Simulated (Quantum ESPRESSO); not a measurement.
# ScAl (Pm-3m): the Al K absorption edge

Aim: the near-edge shape at the Al K edge of ScAl (Pm-3m), and what the core hole does to it.

Main program and level: Quantum ESPRESSO 7.5; X-ray absorption near-edge structure, plane-wave PAW LDA, one-electron final states by a Lanczos continued fraction.

This is a report of a sequence of runs, with most program output left out.

## 1. The starting structure

The structure is cubic, space group Pm-3m (No. 221). Conventional cell: a = 3.370 Å, b = 3.370 Å, c = 3.370 Å, α = 90.00°, β = 90.00°, γ = 90.00°. Sc has 8 Al at 2.92 Å nearest. Nearest to Al lie 8 Sc at 2.92 Å. Farther neighbours are not listed.

## 2. The field without a hole

A plain self-consistent run shows whether there is a gap, which decides the set-up of the core-hole run.

The PAW data sets are made with ld1.x, with reconstruction data.

Input file scf.in:

```
&control
   calculation='scf', prefix='x', pseudo_dir='../pp', outdir='tmp', tprnfor=.true.
/
&system
   ibrav=0, nat=2, ntyp=2, nbnd=11
   ecutwfc=50, ecutrho=450
   occupations='smearing', smearing='mv', degauss=0.015
/
&electrons
   conv_thr=2.0e-08, electron_maxstep=120
   mixing_beta=0.5
/
ATOMIC_SPECIES
Sc 1.0 Sc.lda-spn-kjpaw.UPF
Al3 1.0 Al.lda-nl-kjpaw.UPF
CELL_PARAMETERS angstrom
  3.37034897 0.00000000 0.00000000
  0.00000000 3.37034897 0.00000000
  0.00000000 0.00000000 3.37034897
ATOMIC_POSITIONS crystal
Sc   0.50000000 0.50000000 0.50000000
Al3  0.00000000 0.00000000 0.00000000
K_POINTS automatic
8 8 8 0 0 0
```

Launch:

```sh
$ OMP_NUM_THREADS=1 mpirun --oversubscribe --bind-to none -np 4 pw.x -nk 4 -in scf.in > scf.out
```

Run time: 4 s. Hardware: 4 MPI ranks of Intel Xeon 6975P-C (Granite Rapids), shared host; peak memory 0.1 GiB; 15 s of CPU time.

Absorbing atoms carry a label of their own (element plus a letter or digit), as the spectrum program needs them as separate species.

The mesh shows no gap, so the system is treated as a metal and the core electron is put at the Fermi level (neutral cell).

## 3. Spectrum without a core hole, Al atom 2

This cheap baseline ignores the attraction of the hole: it shows the absorber's empty states as they are in the ground state.

The absorber has 8 Sc at 2.92 Å and 6 Al at 3.37 Å (cube and octahedron, as in bcc, site symmetry m-3m).

Input file xspectra.in:

```
&input_xspectra
   calculation='xanes_dipole', edge='K'
   prefix='x', outdir='tmp', xiabs=2, xe0=9.3555
   xonly_plot=.false., x_save_file='xanes.sav'
   xniter=3000, xcheck_conv=20, xerror=0.005
   xcoordcrys=.false., xepsilon(1)=1, xepsilon(2)=0, xepsilon(3)=0
/
&plot
   xnepoint=413, xemin=-10, xemax=45, terminator=.true., cut_occ_states=.true.
   xgamma=0.4
/
&pseudos
   filecore='../Al.wfc'
/
&cut_occ
   cut_desmooth=0.1, cut_stepl=0.05, cut_stepu=0.05, cut_ierror=1e-5
/
9 9 9 0 0 0
```

Launch:

```sh
$ OMP_NUM_THREADS=1 mpirun --oversubscribe --bind-to none -np 4 xspectra.x -nk 4 -in xspectra.in > xspectra.out
```

The job ended after 18 s (4 MPI ranks; peak memory 0.11 GiB).

The Al K spectrum, Al atom 2, no core hole (energy from the energy zero of the input (xe0, at the border of filled and empty states); intensity scaled to a mean of 1 over the first 20 eV; the points at xe0, where the cut of filled states can leave a spike, are interpolated):

| E (eV) | intensity |
| --- | --- |
| -2.0 | 0.05 |
| -1.5 | 0.07 |
| -1.0 | 0.09 |
| -0.5 | 0.15 |
| 0.0 | 0.35 |
| 0.5 | 0.61 |
| 1.0 | 0.92 |
| 1.5 | 0.73 |
| 2.0 | 0.47 |
| 2.5 | 0.38 |
| 3.0 | 0.50 |
| 3.5 | 0.81 |
| 4.0 | 0.86 |
| 4.5 | 0.92 |
| 5.0 | 0.96 |
| 5.5 | 1.16 |
| 6.0 | 1.29 |
| 6.5 | 1.87 |
| 7.0 | 1.90 |
| 7.5 | 1.55 |
| 8.0 | 1.24 |
| 8.5 | 0.92 |
| 9.0 | 0.90 |
| 9.5 | 1.15 |
| 10.0 | 1.42 |
| 10.5 | 1.41 |
| 11.0 | 1.15 |
| 11.5 | 1.07 |
| 12.0 | 1.45 |
| 12.5 | 1.42 |
| 13.0 | 1.21 |
| 13.5 | 1.16 |
| 14.0 | 1.12 |
| 14.5 | 1.10 |
| 15.0 | 1.21 |
| 15.5 | 0.92 |
| 16.0 | 0.82 |
| 16.5 | 0.63 |
| 17.0 | 0.64 |
| 17.5 | 0.70 |
| 18.0 | 0.68 |
| 18.5 | 0.64 |
| 19.0 | 0.71 |
| 19.5 | 0.77 |
| 20.0 | 0.91 |
| 20.5 | 1.23 |
| 21.0 | 1.44 |
| 21.5 | 1.49 |
| 22.0 | 1.19 |
| 22.5 | 1.27 |
| 23.0 | 1.47 |
| 23.5 | 1.39 |
| 24.0 | 1.17 |
| 24.5 | 1.29 |
| 25.0 | 1.12 |
| 25.5 | 1.15 |
| 26.0 | 1.44 |
| 26.5 | 1.71 |
| 27.0 | 1.65 |
| 27.5 | 1.43 |
| 28.0 | 1.27 |
| 28.5 | 1.04 |
| 29.0 | 1.23 |
| 29.5 | 1.24 |
| 30.0 | 1.39 |
| 30.5 | 1.21 |
| 31.0 | 1.06 |
| 31.5 | 1.02 |
| 32.0 | 0.92 |

Main maxima below 24 eV (height): 1.1 eV (0.93), 6.7 eV (2.06), 10.3 eV (1.47), 12.2 eV (1.51), 15.0 eV (1.21), 21.2 eV (1.54) and 23.2 eV (1.54). A K edge sees empty p states on the absorber.

## 4. Another broadening

The final state's lifetime shortens with energy, so measured features broaden above the edge; the saved Lanczos coefficients are redrawn with a width that grows.

Input file xspectra_plot.in:

```
&input_xspectra
   calculation='xanes_dipole', edge='K'
   prefix='x', outdir='tmp', xiabs=2, xe0=9.3555
   xonly_plot=.true., x_save_file='xanes.sav'
   xniter=3000, xcheck_conv=20, xerror=0.005
   xcoordcrys=.false., xepsilon(1)=1, xepsilon(2)=0, xepsilon(3)=0
/
&plot
   xnepoint=413, xemin=-10, xemax=45, terminator=.true., cut_occ_states=.true.
   gamma_mode='variable', gamma_energy(1)=4, gamma_energy(2)=25, gamma_value(1)=0.3, gamma_value(2)=2.5
/
&pseudos
   filecore='../Al.wfc'
/
&cut_occ
   cut_desmooth=0.1, cut_stepl=0.05, cut_stepu=0.05, cut_ierror=1e-5
/
9 9 9 0 0 0
```

Launch:

```sh
$ OMP_NUM_THREADS=1 xspectra.x -in xspectra_plot.in > xspectra_plot.out
```

Elapsed: 5.6 s, on 1 MPI rank; peak memory 0.08 GiB.

With a Lorentzian half width 0.3 eV up to 4 eV, rising linearly to 2.5 eV at 25 eV, the maxima are 1.1 eV (1.04), 3.8 eV (0.90), 6.7 eV (1.77), 10.3 eV (1.24) and 12.2 eV (1.21).

## 5. Reference energy of the supercell

The photon energy needs a difference of total energies, so the cell and mesh of the coming hole run are first run without a hole.

Input file scf.in:

```
&control
   calculation='scf', prefix='x', pseudo_dir='../pp', outdir='tmp', tprnfor=.true.
/
&system
   ibrav=0, nat=8, ntyp=2, nbnd=34
   ecutwfc=50, ecutrho=450
   occupations='smearing', smearing='mv', degauss=0.015
/
&electrons
   conv_thr=8.0e-08, electron_maxstep=120
   mixing_beta=0.5
/
ATOMIC_SPECIES
Sc 1.0 Sc.lda-spn-kjpaw.UPF
Al 1.0 Al.lda-nl-kjpaw.UPF
CELL_PARAMETERS angstrom
  3.37034897 3.37034897 3.37034897
  -3.37034897 3.37034897 -3.37034897
  -3.37034897 -3.37034897 3.37034897
ATOMIC_POSITIONS crystal
Sc   0.50000000 0.00000000 0.00000000
Sc   0.50000000 0.50000000 0.50000000
Sc   0.00000000 0.00000000 0.50000000
Sc   0.00000000 0.50000000 0.00000000
Al   0.00000000 0.00000000 0.00000000
Al   0.00000000 0.50000000 0.50000000
Al   0.50000000 0.00000000 0.50000000
Al   0.50000000 0.50000000 0.00000000
K_POINTS automatic
5 5 5 0 0 0
```

Launch:

```sh
$ OMP_NUM_THREADS=1 mpirun --oversubscribe --bind-to none -np 4 pw.x -nk 4 -in scf.in > scf.out
```

It took 24 s on 4 MPI ranks; peak memory 0.28 GiB; 94 s of CPU time.

Reference energy: -109330.516 eV with the cores included.

## 6. The atom with a core hole

The final state has one core electron fewer, so a PAW data set is made for an atom with that hole.

Input file Al.lda-nl-kjpaw-1sch.ld1.in:

```
&input
   title='Al', zed=13., rel=1, iswitch=3, dft='PZ',
   config='1s1 2s2 2p6 3s2 3p2 3d-1'
/
&inputp
   file_pseudopw='Al.lda-nl-kjpaw-1sch.UPF', author='',
   lpaw=.true.,
   pseudotype=3,
   lloc=2,
   which_augfun='PSQ',
   rmatch_augfun_nc=.true.,
   nlcc=.true.,
   new_core_ps=.true.,
   rcore=1.8,
   tm=.true.,
   zval=4,
   lgipaw_reconstruction=.true., use_paw_as_gipaw=.true.
/
5
3S  1  0  2.00  0.00  1.50  1.90  0.0
3S  1  0  0.00  6.00  1.50  1.90  0.0
3P  2  1  2.00  0.00  1.50  1.90  0.0
3P  2  1  0.00  3.50  1.50  1.90  0.0
3D  3  2  0.00  1.00  1.90  1.90  0.0
```

Launch:

```sh
$ ld1.x < Al.lda-nl-kjpaw-1sch.ld1.in > Al.lda-nl-kjpaw-1sch.ld1.out
```

Elapsed: 0.81 s, on 1 MPI rank; peak memory 0.12 GiB.

Removing the core electron and adding it to the valence shell costs the free atom 1565.2 eV.

## 7. Supercell with XCH, Al atom 2

The holes are 5.8 Å apart. The excited electron is kept in the cell, where it fills the lowest empty states and screens the hole.

scf.in: that of step 5 with these lines changed.

```diff
@@ -4,3 +4,3 @@
 &system
-   ibrav=0, nat=8, ntyp=2, nbnd=34
+   ibrav=0, nat=8, ntyp=3, nbnd=35
    ecutwfc=50, ecutrho=450
@@ -14,2 +14,3 @@
 Sc 1.0 Sc.lda-spn-kjpaw.UPF
+Al0 1.0 Al.lda-nl-kjpaw-1sch.UPF
 Al 1.0 Al.lda-nl-kjpaw.UPF
@@ -24,3 +25,3 @@
 Sc   0.00000000 0.50000000 0.00000000
-Al   0.00000000 0.00000000 0.00000000
+Al0  0.00000000 0.00000000 0.00000000
 Al   0.00000000 0.50000000 0.50000000
```

Launch:

```sh
$ OMP_NUM_THREADS=1 mpirun --oversubscribe --bind-to none -np 4 pw.x -nk 4 -in scf.in > scf.out
```

Wall time 27 s (4 MPI ranks); peak memory 0.29 GiB; 1.8 min of CPU time.

Energy with the hole: -107767.199 eV, cores included.

## 8. Spectrum with XCH, Al atom 2

The Lanczos recursion gives the spectrum without computing empty bands; each polarisation needs a run of its own on the full k mesh. xe0 is set between filled and empty states, and states below it are cut, here at the Fermi level, which holds the excited electron. The file of filecore holds the core orbital, taken from the hole-free data set.

xspectra.in: that of step 3 with these lines changed.

```diff
@@ -2,3 +2,3 @@
    calculation='xanes_dipole', edge='K'
-   prefix='x', outdir='tmp', xiabs=2, xe0=9.3555
+   prefix='x', outdir='tmp', xiabs=2, xe0=9.6203
    xonly_plot=.false., x_save_file='xanes.sav'
@@ -17,2 +17,2 @@
 /
-9 9 9 0 0 0
+6 6 6 0 0 0
```

Launch:

```sh
$ OMP_NUM_THREADS=1 mpirun --oversubscribe --bind-to none -np 4 xspectra.x -nk 4 -in xspectra.in > xspectra.out
```

Run time: 82 s. Hardware: 4 MPI ranks; peak memory 0.23 GiB.

The Al K spectrum, Al atom 2, excited-electron core hole (neutral cell) (energy from the energy zero of the input (xe0, at the border of filled and empty states); intensity scaled to a mean of 1 over the first 20 eV; the points at xe0, where the cut of filled states can leave a spike, are interpolated):

| E (eV) | intensity |
| --- | --- |
| -2.0 | 0.07 |
| -1.5 | 0.09 |
| -1.0 | 0.13 |
| -0.5 | 0.23 |
| 0.0 | 0.61 |
| 0.5 | 1.02 |
| 1.0 | 0.96 |
| 1.5 | 0.63 |
| 2.0 | 0.51 |
| 2.5 | 0.62 |
| 3.0 | 0.93 |
| 3.5 | 1.23 |
| 4.0 | 1.34 |
| 4.5 | 1.43 |
| 5.0 | 1.73 |
| 5.5 | 2.01 |
| 6.0 | 1.99 |
| 6.5 | 1.46 |
| 7.0 | 1.02 |
| 7.5 | 0.83 |
| 8.0 | 0.88 |
| 8.5 | 0.89 |
| 9.0 | 1.13 |
| 9.5 | 1.13 |
| 10.0 | 1.21 |
| 10.5 | 1.19 |
| 11.0 | 1.12 |
| 11.5 | 1.05 |
| 12.0 | 0.93 |
| 12.5 | 0.92 |
| 13.0 | 0.83 |
| 13.5 | 0.86 |
| 14.0 | 0.94 |
| 14.5 | 0.79 |
| 15.0 | 0.70 |
| 15.5 | 0.66 |
| 16.0 | 0.52 |
| 16.5 | 0.52 |
| 17.0 | 0.62 |
| 17.5 | 0.70 |
| 18.0 | 0.71 |
| 18.5 | 0.77 |
| 19.0 | 0.98 |
| 19.5 | 1.30 |
| 20.0 | 1.30 |
| 20.5 | 1.52 |
| 21.0 | 1.50 |
| 21.5 | 1.15 |
| 22.0 | 1.00 |
| 22.5 | 1.11 |
| 23.0 | 1.11 |
| 23.5 | 1.13 |
| 24.0 | 1.04 |
| 24.5 | 1.04 |
| 25.0 | 1.08 |
| 25.5 | 1.26 |
| 26.0 | 1.21 |
| 26.5 | 1.12 |
| 27.0 | 1.13 |
| 27.5 | 1.07 |
| 28.0 | 1.05 |
| 28.5 | 1.31 |
| 29.0 | 1.15 |
| 29.5 | 0.90 |
| 30.0 | 0.72 |
| 30.5 | 0.67 |
| 31.0 | 0.78 |
| 31.5 | 0.81 |
| 32.0 | 0.94 |

Main maxima below 24 eV (height): 0.7 eV (1.07), 5.8 eV (2.04), 9.2 eV (1.21), 10.3 eV (1.22), 20.7 eV (1.59), 22.7 eV (1.14) and 23.6 eV (1.13). 

The total-energy difference is 1563.32 eV. One term is added: -13.88 eV, since the hole is spin-paired here and a spin-polarised one costs that much less in the free atom (computed apart). The photon energy is then 1549.44 eV. The tabulated edge of the element is 1559 eV. The functional leaves an error in such absolute values: in the free atom LDA prices this hole 7.2 eV below PBE (computed apart), and PBE is itself good to a few eV.

## 9. Another broadening

xspectra_plot.in: that of step 4 with these lines changed.

```diff
@@ -2,3 +2,3 @@
    calculation='xanes_dipole', edge='K'
-   prefix='x', outdir='tmp', xiabs=2, xe0=9.3555
+   prefix='x', outdir='tmp', xiabs=2, xe0=9.6203
    xonly_plot=.true., x_save_file='xanes.sav'
@@ -17,2 +17,2 @@
 /
-9 9 9 0 0 0
+6 6 6 0 0 0
```

Launch:

```sh
$ OMP_NUM_THREADS=1 xspectra.x -in xspectra_plot.in > xspectra_plot.out
```

It took 2.7 s on 1 MPI rank; peak memory 0.05 GiB.

With a Lorentzian half width 0.3 eV up to 4 eV, rising linearly to 2.5 eV at 25 eV, the maxima are 0.7 eV (1.17), 5.6 eV (1.94), 10.0 eV (1.10) and 20.8 eV (1.08).

## 10. Supercell with FCH, Al atom 2

The holes are 5.8 Å apart. The excited electron is left out and a uniform background balances the charge.

Changed against the first core-hole run: core hole to FCH.

scf.in: that of step 7 with these lines changed.

```diff
@@ -4,5 +4,6 @@
 &system
-   ibrav=0, nat=8, ntyp=3, nbnd=35
+   ibrav=0, nat=8, ntyp=3, nbnd=34
    ecutwfc=50, ecutrho=450
    occupations='smearing', smearing='mv', degauss=0.015
+   tot_charge=1
 /
```

Launch:

```sh
$ OMP_NUM_THREADS=1 mpirun --oversubscribe --bind-to none -np 4 pw.x -nk 4 -in scf.in > scf.out
```

Run time: 21 s. Hardware: 4 MPI ranks; peak memory 0.29 GiB; 82 s of CPU time.

Energy with the hole: -107776.688 eV, cores included.

## 11. Spectrum with FCH, Al atom 2

Changed against the first core-hole run: core hole to FCH.

xspectra.in: that of step 8 with these lines changed.

```diff
@@ -2,3 +2,3 @@
    calculation='xanes_dipole', edge='K'
-   prefix='x', outdir='tmp', xiabs=2, xe0=9.6203
+   prefix='x', outdir='tmp', xiabs=2, xe0=9.369
    xonly_plot=.false., x_save_file='xanes.sav'
```

Launch:

```sh
$ OMP_NUM_THREADS=1 mpirun --oversubscribe --bind-to none -np 4 xspectra.x -nk 4 -in xspectra.in > xspectra.out
```

Wall time 83 s (4 MPI ranks); peak memory 0.23 GiB; 5.5 min of CPU time.

| E (eV) | first run | this run |
| --- | --- | --- |
| -2.0 | 0.07 | 0.06 |
| -1.0 | 0.13 | 0.11 |
| 0.0 | 0.61 | 0.47 |
| 1.0 | 0.96 | 1.06 |
| 2.0 | 0.51 | 0.54 |
| 3.0 | 0.93 | 0.79 |
| 4.0 | 1.34 | 1.28 |
| 5.0 | 1.73 | 1.58 |
| 6.0 | 1.99 | 2.06 |
| 7.0 | 1.02 | 1.21 |
| 8.0 | 0.88 | 0.82 |
| 9.0 | 1.13 | 0.96 |
| 10.0 | 1.21 | 1.14 |
| 11.0 | 1.12 | 1.15 |
| 12.0 | 0.93 | 1.01 |
| 13.0 | 0.83 | 0.90 |
| 14.0 | 0.94 | 0.89 |
| 15.0 | 0.70 | 0.73 |
| 16.0 | 0.52 | 0.62 |
| 17.0 | 0.62 | 0.56 |
| 18.0 | 0.71 | 0.71 |
| 19.0 | 0.98 | 0.81 |
| 20.0 | 1.30 | 1.33 |
| 21.0 | 1.50 | 1.58 |
| 22.0 | 1.00 | 1.08 |
| 23.0 | 1.11 | 1.14 |
| 24.0 | 1.04 | 1.14 |
| 25.0 | 1.08 | 1.05 |
| 26.0 | 1.21 | 1.25 |
| 27.0 | 1.13 | 1.11 |
| 28.0 | 1.05 | 1.07 |
| 29.0 | 1.15 | 1.34 |
| 30.0 | 0.72 | 0.84 |
| 31.0 | 0.78 | 0.71 |
| 32.0 | 0.94 | 0.86 |

Against the first run the r.m.s. difference is 10 %. The highest intensity below 16 eV goes from 5.8 eV (2.04) to 5.9 eV (2.07).

The photon energy of the zero moves by -0.12 eV.

## 12. Reference energy of the supercell

The cell and mesh change for the next run, so it gets a reference energy of its own.

Input file scf.in:

```
&control
   calculation='scf', prefix='x', pseudo_dir='../pp', outdir='tmp', tprnfor=.true.
/
&system
   ibrav=0, nat=4, ntyp=2, nbnd=18
   ecutwfc=50, ecutrho=450
   occupations='smearing', smearing='mv', degauss=0.015
/
&electrons
   conv_thr=4.0e-08, electron_maxstep=120
   mixing_beta=0.5
/
ATOMIC_SPECIES
Sc 1.0 Sc.lda-spn-kjpaw.UPF
Al 1.0 Al.lda-nl-kjpaw.UPF
CELL_PARAMETERS angstrom
  3.37034897 0.00000000 3.37034897
  0.00000000 3.37034897 3.37034897
  -3.37034897 0.00000000 3.37034897
ATOMIC_POSITIONS crystal
Sc   0.25000000 0.50000000 0.75000000
Sc   0.75000000 0.50000000 0.25000000
Al   0.00000000 0.00000000 0.00000000
Al   0.50000000 0.00000000 0.50000000
K_POINTS automatic
8 8 8 0 0 0
```

Launch:

```sh
$ OMP_NUM_THREADS=1 mpirun --oversubscribe --bind-to none -np 4 pw.x -nk 4 -in scf.in > scf.out
```

Wall time 11 s (4 MPI ranks); peak memory 0.17 GiB; 42 s of CPU time.

Reference energy: -54665.259 eV with the cores included.

## 13. Supercell with XCH, Al atom 2

A smaller cell brings the holes closer; here they are 4.8 Å apart.

Changed against the first core-hole run: supercell atoms from 8 to 4.

scf.in: that of step 12 with these lines changed.

```diff
@@ -4,3 +4,3 @@
 &system
-   ibrav=0, nat=4, ntyp=2, nbnd=18
+   ibrav=0, nat=4, ntyp=3, nbnd=19
    ecutwfc=50, ecutrho=450
@@ -14,2 +14,3 @@
 Sc 1.0 Sc.lda-spn-kjpaw.UPF
+Al0 1.0 Al.lda-nl-kjpaw-1sch.UPF
 Al 1.0 Al.lda-nl-kjpaw.UPF
@@ -22,3 +23,3 @@
 Sc   0.75000000 0.50000000 0.25000000
-Al   0.00000000 0.00000000 0.00000000
+Al0  0.00000000 0.00000000 0.00000000
 Al   0.50000000 0.00000000 0.50000000
```

Wall time 12 s (4 MPI ranks); peak memory 0.17 GiB.

Energy with the hole: -53101.859 eV, cores included.

## 14. Spectrum with XCH, Al atom 2

Changed against the first core-hole run: supercell atoms from 8 to 4.

xspectra.in: that of step 11 with these lines changed.

```diff
@@ -2,3 +2,3 @@
    calculation='xanes_dipole', edge='K'
-   prefix='x', outdir='tmp', xiabs=2, xe0=9.369
+   prefix='x', outdir='tmp', xiabs=2, xe0=9.7649
    xonly_plot=.false., x_save_file='xanes.sav'
@@ -17,2 +17,2 @@
 /
-6 6 6 0 0 0
+9 9 9 0 0 0
```

Launch:

```sh
$ OMP_NUM_THREADS=1 mpirun --oversubscribe --bind-to none -np 4 xspectra.x -nk 4 -in xspectra.in > xspectra.out
```

Run time: 94 s. Hardware: 4 MPI ranks; peak memory 0.15 GiB; 6.2 min of CPU time.

| E (eV) | first run | this run |
| --- | --- | --- |
| -2.0 | 0.07 | 0.07 |
| -1.0 | 0.13 | 0.14 |
| 0.0 | 0.61 | 0.66 |
| 1.0 | 0.96 | 0.92 |
| 2.0 | 0.51 | 0.55 |
| 3.0 | 0.93 | 1.03 |
| 4.0 | 1.34 | 1.25 |
| 5.0 | 1.73 | 1.80 |
| 6.0 | 1.99 | 1.74 |
| 7.0 | 1.02 | 1.00 |
| 8.0 | 0.88 | 0.89 |
| 9.0 | 1.13 | 1.08 |
| 10.0 | 1.21 | 1.11 |
| 11.0 | 1.12 | 1.18 |
| 12.0 | 0.93 | 0.89 |
| 13.0 | 0.83 | 0.95 |
| 14.0 | 0.94 | 0.90 |
| 15.0 | 0.70 | 0.69 |
| 16.0 | 0.52 | 0.53 |
| 17.0 | 0.62 | 0.58 |
| 18.0 | 0.71 | 0.70 |
| 19.0 | 0.98 | 0.99 |
| 20.0 | 1.30 | 1.48 |
| 21.0 | 1.50 | 1.36 |
| 22.0 | 1.00 | 1.20 |
| 23.0 | 1.11 | 1.00 |
| 24.0 | 1.04 | 1.15 |
| 25.0 | 1.08 | 1.09 |
| 26.0 | 1.21 | 1.17 |
| 27.0 | 1.13 | 0.93 |
| 28.0 | 1.05 | 0.96 |
| 29.0 | 1.15 | 0.91 |
| 30.0 | 0.72 | 0.76 |
| 31.0 | 0.78 | 0.95 |
| 32.0 | 0.94 | 1.21 |

The scaled spectrum changes by 9 % r.m.s. The highest intensity below 16 eV goes from 5.8 eV (2.04) to 5.5 eV (2.23).

The photon energy of the zero moves by +0.08 eV.

## 15. What the core hole does

Both curves are counted from their own zero, so only the shift of weight within the empty states shows.

| E (eV) | no hole | XCH |
| --- | --- | --- |
| -2.0 | 0.05 | 0.07 |
| -1.0 | 0.09 | 0.13 |
| 0.0 | 0.35 | 0.61 |
| 1.0 | 0.92 | 0.96 |
| 2.0 | 0.47 | 0.51 |
| 3.0 | 0.50 | 0.93 |
| 4.0 | 0.86 | 1.34 |
| 5.0 | 0.96 | 1.73 |
| 6.0 | 1.29 | 1.99 |
| 7.0 | 1.90 | 1.02 |
| 8.0 | 1.24 | 0.88 |
| 9.0 | 0.90 | 1.13 |
| 10.0 | 1.42 | 1.21 |
| 11.0 | 1.15 | 1.12 |
| 12.0 | 1.45 | 0.93 |
| 13.0 | 1.21 | 0.83 |
| 14.0 | 1.12 | 0.94 |
| 15.0 | 1.21 | 0.70 |
| 16.0 | 0.82 | 0.52 |
| 17.0 | 0.64 | 0.62 |
| 18.0 | 0.68 | 0.71 |
| 19.0 | 0.71 | 0.98 |
| 20.0 | 0.91 | 1.30 |
| 21.0 | 1.44 | 1.50 |
| 22.0 | 1.19 | 1.00 |
| 23.0 | 1.47 | 1.11 |
| 24.0 | 1.17 | 1.04 |
| 25.0 | 1.12 | 1.08 |
| 26.0 | 1.44 | 1.21 |
| 27.0 | 1.65 | 1.13 |
| 28.0 | 1.27 | 1.05 |
| 29.0 | 1.23 | 1.15 |
| 30.0 | 1.39 | 0.72 |
| 31.0 | 1.06 | 0.78 |
| 32.0 | 0.92 | 0.94 |

With each curve scaled to its own mean, the area from −2 to 6 eV with the hole is 7.3 against 4.8, and the centre of weight from −1 to 20 eV moves by -0.7 eV: the hole pulls the absorber's empty states down.

## 16. Results

```json
{"absorber and edge": "Al K, atom 2 of the ground-state input (counted from 1)", "surroundings": "8 Sc at 2.92 Å and 6 Al at 3.37 Å (cube and octahedron, as in bcc, site symmetry m-3m)", "highest intensity below 16 eV": "5.8 eV above the zero, height 2.04", "photon energy of the zero, with the added terms": "1549.4 eV (raw 1563.3 eV; LDA puts this hole about 7 eV below PBE, itself good to a few eV)"}
```

The Al K edge of atom 2, with 8 Sc at 2.92 Å and 6 Al at 3.37 Å (cube and octahedron, as in bcc, site symmetry m-3m), has its highest intensity of the first 16 eV at 5.8 eV above the zero, near 1555 eV in photon energy (LDA puts this hole about 7 eV below PBE, itself good to a few eV), 2.0 times the mean level of the first 20 eV (Lorentzian half width 0.4 eV). With each curve scaled to its own mean, the area from −2 to 6 eV with the hole is 7.3 against 4.8, and the centre of weight from −1 to 20 eV moves by -0.7 eV: the hole pulls the absorber's empty states down. Changing the core hole to FCH alters the shape by 10 % r.m.s., a modest effect on the whole. Changing the supercell atoms from 8 to 4 alters the shape by 9 % r.m.s., a modest effect on the whole. The holes are only 5.8 Å apart, so the shape is probably not converged with cell size; no larger cell was run here. Lifetime broadening is put in by hand, and intensities beyond about 20 eV depend on it and on the partial waves. The structure is a computed Materials Project entry and may be a hypothetical form.

[Logs are printed without paths, hosts, clocks, repeated set-up lines and the standing remarks that a program may print on its own settings, such as how far it seeks lower states.]

[Hosts, paths, dates, database ids (printed as entryN), source tags and the programs' standing remarks are cut or masked in the printed files.]

[Lists of maxima count a maximum above −3 eV only where it reaches 4 % of the highest in the window and stands out from its surroundings by 2 % of it (1.5 % where it reaches 55 %); shoulders and weaker maxima are passed over, and of the rest the first, up to two pre-edge ones and the few strongest are named.]
